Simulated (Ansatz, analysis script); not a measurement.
# Free-standing square Mo monolayer, spacing 2.904 Å: E(q) by the generalised Bloch theorem

Spirals are solved in the crystal's own cell at each q. What do they say of the order in a free-standing square Mo monolayer, spacing 2.904 Å?

Calculated with Ansatz 0.2.0; PBE, PAW set soft_1.

### 1. The structure

The cell holds 1 atom: 1 Mo. Its edges and angles: a = 2.904 Å, b = 2.904 Å, c = 14.000 Å, α = 90.0°, β = 90.0°, γ = 90.0°. An idealised lattice of chosen spacing, in vacuum. Vacuum lies along c.

### 2. Starting state

A collinear run comes first: it shows whether moments survive, and how large they are.

The input, input.yaml:

```yaml
crystal:
  lattice:
    - [2.904, 0.0, 0.0]
    - [0.0, 2.904, 0.0]
    - [0.0, 0.0, 14.0]
  atoms:
    - { symbol: Mo, position: [0.0, 0.0, 0.5], spin: 1.0 }
magnetization:
  spin_polarized: true
kpoints:
  mp_grid: { grid: [10, 10, 1] }
hamiltonian:
  xc: pbe
  pseudopotentials: { kind: paw, azcp: { folder: soft_1 } }
scf:
  occupations: { method: fermi_dirac, width: 0.05 }
  max_iter: 120
  convergence: { dr2_threshold: 1.0e-08 }
  lower_state_search: "off"
```

Launch:

```sh
$ ansatz run input.yaml --threads 4 --pin off --max-ram 8192MiB --backend cpu --events-out ev --progress --plain --runs-dir out
```

Numbers of over 12 decimals in the logs are rounded to 6 here.

Log:

```text
Engine: ansatz 0.2.0, aarch64-unknown-linux-gnu
Pseudopotentials: kind: paw
Pseudopotential: Mo, paw, valence charge 14, recommended cutoff 420 eV (normal), soft_1/Mo.paw.azcp
Functional definition: PBE
  parameter kappa = 0.804
  parameter beta = 0.066725
  exchange = pbe_x(kappa = kappa, mu = beta*pi^2/3)
  correlation = pbe_c(beta = beta)
Crystal: 1 atoms, lattice volume = 118.065 Å³
Basis set: ecut = 420 eV, 2291 PW (Γ)
Bands: 12, of which v1, the nominal top of the filled ones, is band 7 counted from 1 (6 counted from 0)
Symmetry: 16 space group operations
Space group: P4/mmm (ITA 123), of the structure as read, at distance tolerance 4.9e-5 Å
Magnetic group: BNS 123.339 (UNI 999), of the structure as read, at distance tolerance 4.9e-5 Å
k-points: 21 of 100
Non-local potential: Mo, projectors of the file, l = 0: 3, l = 1: 2, l = 2: 2, l = 3: 1
PAW form: soft (Blöchl's): semilocal exchange-correlation on the pseudo side does not see the compensation charge
PAW one-centre angular grid: Mo, 590 points (default); XC on 64 Gauss nodes
Initial density: superposition of atomic densities (neutral atoms: chi_scale 0, normalization atom)
Starting moments: Σ|m| = 1 μB on 1 of 1 site
Initial wavefunctions: pseudopotential atomic-orbital guess
Functional: x = pbe(κ = 0.804, μ = 0.219515), c = pbe(β = 0.066725)
SCF iter   1: F=—  HF=-4952.490877 eV  |F-HF|=—  |Δ(HF+E_count)|=         —  Δρ=2.84e-2 (↑2.84e-2 ↓1.53e-2)  dr2=1.81e0  dr2_m=2.46e-1  M=0.401 μB ∫|m|=0.403 μB  β_m=0.30  ethr=3.10e-3  ⟨swp⟩=5.7  Hψ=2949  notcnv=0
preconditioner: auto → LDOS  [metal: Δε(μ)=0.045 eV  Ē_g=4.489 eV  σ=0.050 eV  W_gap=0.22  n_scr=8 (ndim 8)  ℏωp=8.4 eV  f_vac=0.645  D(μ)=2.16/eV (n_scr^D=8)]
spin=Collinear: LDOS preconditioning applied to the charge; magnetization (m = ρ↑ − ρ↓) channel mixes plain (no charge-response kernel on spin).
SCF iter   2: F=—  HF=-4952.235742 eV  |F-HF|=—  |Δ(HF+E_count)|=   2.55e-1  Δρ=1.94e-2 (↑1.94e-2 ↓1.13e-2)  dr2=8.95e-1  dr2_m=1.20e-1  M=0.413 μB ∫|m|=0.414 μB  β_m=0.30  ethr=3.10e-3  ⟨swp⟩=2.6  Hψ=1099  notcnv=0  defer=2
SCF iter   3: F=—  HF=-4952.002096 eV  |F-HF|=—  |Δ(HF+E_count)|=   2.34e-1  Δρ=8.26e-3 (↑6.23e-3 ↓8.26e-3)  dr2=4.35e-2  dr2_m=4.12e-2  M=0.522 μB ∫|m|=0.522 μB  β_m=0.30  ethr=3.10e-3  ⟨swp⟩=2.9  Hψ=971  notcnv=0  defer=2
SCF iter   4: F=—  HF=-4952.036875 eV  |F-HF|=—  |Δ(HF+E_count)|=   3.48e-2  Δρ=5.34e-3 (↑5.34e-3 ↓4.75e-3)  dr2=1.69e-2  dr2_m=2.44e-2  M=0.502 μB ∫|m|=0.502 μB  β_m=0.30  ethr=3.11e-4  ⟨swp⟩=2.7  Hψ=1266  notcnv=0
SCF iter   5: F=—  HF=-4952.045967 eV  |F-HF|=—  |Δ(HF+E_count)|=   9.09e-3  Δρ=3.76e-3 (↑3.76e-3 ↓3.52e-3)  dr2=1.79e-3  dr2_m=1.36e-2  M=0.493 μB ∫|m|=0.493 μB  β_m=0.30  ethr=1.20e-4  ⟨swp⟩=2.2  Hψ=824  notcnv=0
SCF iter   6: F=—  HF=-4952.049988 eV  |F-HF|=—  |Δ(HF+E_count)|=   4.02e-3  Δρ=2.80e-3 (↑2.80e-3 ↓2.60e-3)  dr2=3.58e-4  dr2_m=7.80e-3  M=0.486 μB ∫|m|=0.486 μB  β_m=0.30  ethr=1.28e-5  ⟨swp⟩=2.0  Hψ=839  notcnv=0
SCF iter   7: F=—  HF=-4952.051751 eV  |F-HF|=—  |Δ(HF+E_count)|=   1.76e-3  Δρ=2.06e-3 (↑2.02e-3 ↓2.06e-3)  dr2=3.78e-5  dr2_m=4.47e-3  M=0.482 μB ∫|m|=0.482 μB  β_m=0.30  ethr=2.56e-6  ⟨swp⟩=2.3  Hψ=806  notcnv=0
Mixer restart at iter 7: flushing history
spin-set hold released at iteration 7 (site moments contracting): the magnetisation degrees of freedom join the quasi-Newton model from the next iteration; the mixer history was flushed
SCF iter   8: F=—  HF=-4952.052909 eV  |F-HF|=—  |Δ(HF+E_count)|=   1.16e-3  Δρ=1.55e-3 (↑1.53e-3 ↓1.55e-3)  dr2=3.21e-5  dr2_m=2.56e-3  M=0.480 μB ∫|m|=0.480 μB  β_m=0.65  ethr=2.70e-7  ⟨swp⟩=2.1  Hψ=802  notcnv=0
SCF iter   9: F=—  HF=-4952.055148 eV  |F-HF|=—  |Δ(HF+E_count)|=   2.24e-3  Δρ=3.79e-4 (↑3.79e-4 ↓3.48e-4)  dr2=1.18e-5  dr2_m=1.40e-4  M=0.487 μB ∫|m|=0.487 μB  β_m=0.82  ethr=2.29e-7  ⟨swp⟩=3.0  Hψ=1186  notcnv=0
[...]
SCF iter  36: F=—  HF=-4952.054695 eV  |F-HF|=—  |Δ(HF+E_count)|=   6.68e-4  Δρ=3.42e-4 (↑3.42e-4 ↓2.97e-4)  dr2=2.91e-5  dr2_m=1.05e-4  M=0.453 μB ∫|m|=0.453 μB  β_m=0.13  ethr=5.86e-8  ⟨swp⟩=3.0  Hψ=1086  notcnv=0
SCF iter  37: F=—  HF=-4952.055145 eV  |F-HF|=—  |Δ(HF+E_count)|=   4.50e-4  Δρ=4.37e-4 (↑4.37e-4 ↓2.75e-4)  dr2=5.38e-5  dr2_m=1.31e-4  M=0.489 μB ∫|m|=0.489 μB  β_m=0.13  ethr=5.86e-8  ⟨swp⟩=3.0  Hψ=965  notcnv=0
SCF iter  38: F=—  HF=-4952.056528 eV  |F-HF|=—  |Δ(HF+E_count)|=   1.38e-3  Δρ=5.85e-4 (↑5.50e-4 ↓5.85e-4)  dr2=7.54e-5  dr2_m=3.34e-4  M=0.581 μB ∫|m|=0.581 μB  ethr=5.86e-8  ⟨swp⟩=1.0  Hψ=1742  notcnv=0
Mixer restart at iter 38: flushing history
iteration 38: the SCF's residuals had fallen too slowly under its mixing. It goes on by minimising its free energy, and can end on another state than longer mixing would; under `scf.algorithm: density_mixing` no SCF does so, but by `scf.convergence.dm_fallback`
SCF iter  39: F=—  HF=-4952.073753 eV  |F-HF|=—  |Δ(HF+E_count)|=   1.72e-2  Δρ=7.75e-4 (↑7.75e-4 ↓6.25e-4)  dr2=1.25e-3  dr2_m=2.78e-4  M=1.164 μB ∫|m|=1.164 μB  ethr=5.86e-8  ⟨swp⟩=4.2  Hψ=5090  notcnv=0
SCF iter  40: F=—  HF=-4952.074678 eV  |F-HF|=—  |Δ(HF+E_count)|=   9.25e-4  Δρ=2.58e-4 (↑2.58e-4 ↓2.56e-4)  dr2=3.72e-4  dr2_m=3.28e-6  M=1.231 μB ∫|m|=1.231 μB  ethr=5.86e-8  ⟨swp⟩=4.0  Hψ=2996  notcnv=0
SCF iter  41: F=—  HF=-4952.074574 eV  |F-HF|=—  |Δ(HF+E_count)|=   1.04e-4  Δρ=4.79e-5 (↑4.79e-5 ↓2.41e-5)  dr2=3.83e-6  dr2_m=9.09e-7  M=1.229 μB ∫|m|=1.229 μB  ethr=5.86e-8  ⟨swp⟩=3.1  Hψ=2334  notcnv=0
SCF iter  42: F=—  HF=-4952.074574 eV  |F-HF|=—  |Δ(HF+E_count)|=   3.24e-7  Δρ=3.50e-6 (↑2.22e-6 ↓3.50e-6)  dr2=4.46e-8  dr2_m=1.28e-9  M=1.228 μB ∫|m|=1.228 μB  ethr=2.74e-8  ⟨swp⟩=1.2  Hψ=1392  notcnv=0
SCF iter  43: F=-4952.074574 eV  HF=-4952.074574 eV  |F-HF|=1.92e-10  |Δ(HF+E_count)|=   3.26e-9  Δρ=4.42e-7 (↑4.42e-7 ↓2.95e-7)  dr2=3.50e-10  dr2_m=7.64e-11  M=1.228 μB ∫|m|=1.228 μB  ethr=7.14e-11  ⟨swp⟩=1.0  Hψ=1359  notcnv=0
SCF iter  44: F=-4952.074574 eV  HF=-4952.074574 eV  |F-HF|=1.79e-10  |Δ(HF+E_count)|=  2.18e-11  Δρ=4.40e-7 (↑4.40e-7 ↓2.97e-7)  dr2=3.39e-10  dr2_m=7.69e-11  M=1.228 μB ∫|m|=1.228 μB  ethr=2.50e-12  ⟨swp⟩=1.0  Hψ=1708  notcnv=0
SCF 1 converged in 44 iterations: F = -4952.074574 eV  dr2 = 3.39e-10
  greatest PAW one-centre occupation: 0.999 electrons in one spin orbital (limit 2), on the Mo atom at site 0 (counted from 0), in its partial waves of l = 0
SCF converged after 44 iterations
Magnetization: 1.2276 μB (7.6138 up, 6.3862 down)
Absolute magnetization: 1.2277 μB (∫|ρ↑−ρ↓|, with the PAW one-centre terms)
Spin contamination: 0.0074 ħ² per cell (⟨S²⟩ above its minimum at these occupations)
Per-site moments (μB) at R_I (Å): [(0.870596, 1.1979)]
Free energy (F): -4952.074574 eV
Harris-Foulkes:  -4952.074574 eV  (|F-HF|=1.79e-10)
Internal energy: -4952.053306 eV  (E = F + TS)
E sigma→0 (E₀):  -4952.063940 eV
Entropy (-TS):   -0.021268 eV (-21.268 meV/atom)
Fermi energy:    -1.178104 eV
--- Per-component energies (eV) ---
  E_band       = -353.712460
  E_kinetic    = 413.175731
  E_local      = -4837.978413  (includes V_loc(G=0)·N_el)
  E_nonlocal   = 151.901203
  E_hartree    = 2145.633366
  E_xc         = -170.285785
  E_vxc        = -211.603472  (∫ρ·V_xc dr)
  E_paw        = -3212.457932  (= ΣΔE_a)
  E_vpaw       = -160.475262  (= ΣTr[D̂ρ^β])
  E_aug_tail   = 0.000049  (compensation charges beyond the density's cutoff)
  E_ewald      = 557.958475
  E_smearing   = -0.021268  (= −TS)
  E_closure    = -0.000000  (closes the sum)
  Σ components = -4952.074574   (vs F -4952.074574, Δ=0.00e0)
--- Band table (eV; the first three rows and the last of 42) ---
  k-point 0 ↑: bands = [... 3 lower, -35.9491, -5.0120, -3.5264, -2.5663, -0.2832, 0.0858, 0.0858, 1.2901, ... 1 higher]
  k-point 1 ↑: bands = [... 3 lower, -35.9448, -4.7709, -3.3528, -2.4804, -0.8780, 0.1117, 0.6322, 1.0843, ... 1 higher]
  k-point 2 ↑: bands = [... 3 lower, -35.9337, -4.2107, -2.7623, -2.2225, -1.6417, 0.1803, 0.5907, 1.3761, ... 1 higher]
  k-point 20 ↓: bands = [... 3 lower, -35.5146, -3.5275, -1.4903, -1.4903, 0.9068, 3.1192, 5.2784, 5.2784, ... 1 higher]
```

Run time: 9.3 s. Hardware: 4 threads of Arm Neoverse V2, shared host; peak memory 0.42 GiB.

Spin moment in the atom's sphere by atom:

| atom | spin moment in the atom's sphere (μB) |
| --- | --- |
| Mo1 | 0.871 |

The run ends ferromagnetic, with a net moment of 1.23 μB a cell. With one Mo atom carrying the moment, parallel order of its images is forced by the cell, not found.

### 3. Mesh refined

Levels at the Fermi energy are partly filled, so moments and energy differences can hang on the k-mesh, and the state is solved again on a denser one.

input.yaml, the sections that differ from step 2:

```yaml
crystal:
  lattice:
    - [2.904, 0.0, 0.0]
    - [0.0, 2.904, 0.0]
    - [0.0, 0.0, 14.0]
  atoms:
    - { symbol: Mo, position: [0.0, 0.0, 0.5], spin: 0.87 }
kpoints:
  mp_grid: { grid: [19, 19, 1] }
basis:
  ecutwfc: 420.0
checkpoint:
  read: start
  write: ck
  compress: false
  write_wavefunctions: false
  write_every: 100000
# magnetization, hamiltonian, scf: as in step 2
```

Log:

```text
[...]
SCF converged after 8 iterations
Magnetization: 1.3117 μB (7.6558 up, 6.3442 down)
Absolute magnetization: 1.3118 μB (∫|ρ↑−ρ↓|, with the PAW one-centre terms)
[...]
Per-site moments (μB) at R_I (Å): [(0.932619, 1.1979)]
Free energy (F): -4952.072131 eV
[...]
Internal energy: -4952.051133 eV  (E = F + TS)
E sigma→0 (E₀):  -4952.061632 eV
Entropy (-TS):   -0.020997 eV (-20.997 meV/atom)
Fermi energy:    -1.190935 eV
[...]
```

Run time: 1.6 s. Hardware: 4 threads; peak memory 0.45 GiB; 5.7 s of CPU time.

Spin moment in the atom's sphere by atom:

| atom | spin moment in the atom's sphere (μB) |
| --- | --- |
| Mo1 | 0.933 |

The run ends ferromagnetic, with a net moment of 1.31 μB a cell, against 1.23 μB on the first mesh.

Each spiral starts from these moments, tilted 90° from the rotation axis z (a flat spiral); sizes are free, while the program holds flat spirals in their plane. Spin–orbit coupling is switched off, so the energy does not depend on how the axis lies in the crystal. The folder named start holds the saved collinear state, from which each run begins.

The runs on spinors take the mesh 20×20×1.

### 4. q = (0, 0, 0)

The reference is the same input at q = 0, so that basis and exchange-correlation form match those at other q. Every q is chosen so that q/2 is a mesh vector: every spiral then samples the k-points of q = 0, and much mesh noise cancels.

input.yaml, the sections that differ from step 3:

```yaml
crystal:
  lattice:
    - [2.904, 0.0, 0.0]
    - [0.0, 2.904, 0.0]
    - [0.0, 0.0, 14.0]
  atoms:
    - { symbol: Mo, position: [0.0, 0.0, 0.5], spin: 0.93, spin_axis: [1.0, 0.0, 0.0] }
kpoints:
  mp_grid: { grid: [20, 20, 1] }
magnetization:
  noncollinear: true
  spin_spiral: { q: [0.0, 0.0, 0.0] }
checkpoint:
  read: start
# hamiltonian, scf, basis: as in step 3
```

Launch:

```sh
$ ansatz run input.yaml --threads 1 --pin off --max-ram 2048MiB --backend cpu --events-out ev --progress --plain --runs-dir out
```

Log:

```text
Warning: checkpoint.read: spin treatment differs: saved collinear, current noncollinear; the saved charge density seeds this run and the saved magnetisation is carried along the axis that this deck's starting moments share; the saved density holds an absolute magnetisation of 1.3e0 μB; saved orbitals and DFT+U occupations are not carried; the saved PAW projector densities are carried along that axis
Warning: checkpoint.read: magnetization.spin_spiral differs: saved none, current q = [0, 0, 0]; the saved state is no spin spiral's: the SCF starts from none of its orbitals and from its density, each atom's moment turned about z as a whole to its place on this deck's spiral. A spiral's own state at q: [0, 0, 0] serves better
[...]
Crystal: 1 atoms, lattice volume = 118.065 Å³
Basis set: ecut = 420 eV, 2291 PW (Γ)
Bands: 22, of which v1, the nominal top of the filled ones, is band 14 counted from 1 (13 counted from 0)
Symmetry: 16 space group operations
k-points: 66 of 400
Spin spiral: q = (0, 0, 0) of the reciprocal vectors; moments are told in the frame that turns with it, a site's in that at the site
[...]
SCF iter   8: F=-4952.073634 eV  HF=-4952.073634 eV  |F-HF|=1.76e-10  |Δ(HF+E_count)|=   4.18e-9  Δρ=5.95e-7  dr2=8.23e-11  dr2_m=9.57e-11  ethr=1.48e-11  |M|=1.23e0 ∫|m|=1.23e0 μB  |m|>n=3.0e-2 m-floor=3.0e-2 τ_xc=3.4e-9 mc-row=3.0e-2  ⟨swp⟩=1.0  Hψ=4077  notcnv=0
SCF 1 converged in 8 iterations: F = -4952.073634 eV  dr2 = 8.23e-11
[...]
SCF converged after 8 iterations
Magnetization: |M| = 1.2278 μB,  M = (+1.2278, +0.0000, +0.0000) μB
Absolute magnetization: 1.2280 μB (∫|m|, with the PAW one-centre terms)
  site 0: m = (+0.8753, +0.0000, +0.0000) μB, |m| = 0.8753 μB  (R = 1.20 Å)
Free energy (F): -4952.073634 eV
[...]
Internal energy: -4952.052445 eV  (E = F + TS)
E sigma→0 (E₀):  -4952.063040 eV
Entropy (-TS):   -0.021189 eV (-21.189 meV/atom)
Fermi energy:    -1.202669 eV
[...]
```

Elapsed: 32 s, on 1 thread; peak memory 0.64 GiB.

The largest moment is 0.875 μB, against 0.933 μB in the collinear run.

### 5. q = (0, 0.1, 0)

Only q changes. The cell stays that of the crystal, since the generalised Bloch theorem carries the rotation from cell to cell.

Changes to input.yaml since step 4:

```diff
@@ -21,3 +21,3 @@
   noncollinear: true
-  spin_spiral: { q: [0.0, 0.0, 0.0] }
+  spin_spiral: { q: [0.0, 0.1, 0.0] }
 checkpoint:
```

Log:

```text
[...]
Crystal: 1 atoms, lattice volume = 118.065 Å³
Basis set: ecut = 420 eV, 2291 PW (Γ)
Bands: 22, of which v1, the nominal top of the filled ones, is band 14 counted from 1 (13 counted from 0)
Symmetry: 4 space group operations
k-points: 121 of 400
[...]
SCF iter   8: F=-4952.079897 eV  HF=-4952.079897 eV  |F-HF|=1.04e-9  |Δ(HF+E_count)|=   3.78e-8  Δρ=1.77e-6  dr2=3.53e-9  dr2_m=7.68e-10  ethr=4.75e-11  |M|=1.26e0 ∫|m|=1.27e0 μB  |m|>n=2.9e-2 m-floor=2.9e-2 τ_xc=5.8e-3 mc-row=2.9e-2 uncertified=120  ⟨swp⟩=3.0  Hψ=5877  notcnv=0
SCF 1 converged in 8 iterations: F = -4952.079897 eV  dr2 = 3.53e-9
[...]
SCF converged after 8 iterations
Magnetization: |M| = 1.2550 μB,  M = (+1.2550, +0.0000, +0.0000) μB
Absolute magnetization: 1.2659 μB (∫|m|, with the PAW one-centre terms)
  site 0: m = (+0.9058, +0.0000, +0.0000) μB, |m| = 0.9058 μB  (R = 1.20 Å)
Free energy (F): -4952.079897 eV
[...]
Internal energy: -4952.060114 eV  (E = F + TS)
E sigma→0 (E₀):  -4952.070005 eV
Entropy (-TS):   -0.019783 eV (-19.783 meV/atom)
Fermi energy:    -1.209137 eV
[...]
```

Wall time 54 s (1 thread); peak memory 0.85 GiB.

The energy of the cell lies 6.26 meV below that at q = 0, and the largest moment is 0.906 μB against 0.875 μB.

(Continued in part 2 of 2.)

[Logs and program files are shortened in this print: banners, set-up blocks, solver, clock and traceback lines can be left out without a mark of their own.]

[Logs are printed without paths, hosts, clocks, repeated set-up lines and the standing remarks that a program may print on its own settings, such as how far it seeks lower states.]

[Hosts, paths, dates, database ids (printed as entryN), source tags and the programs' standing remarks are cut or masked in the printed files.]
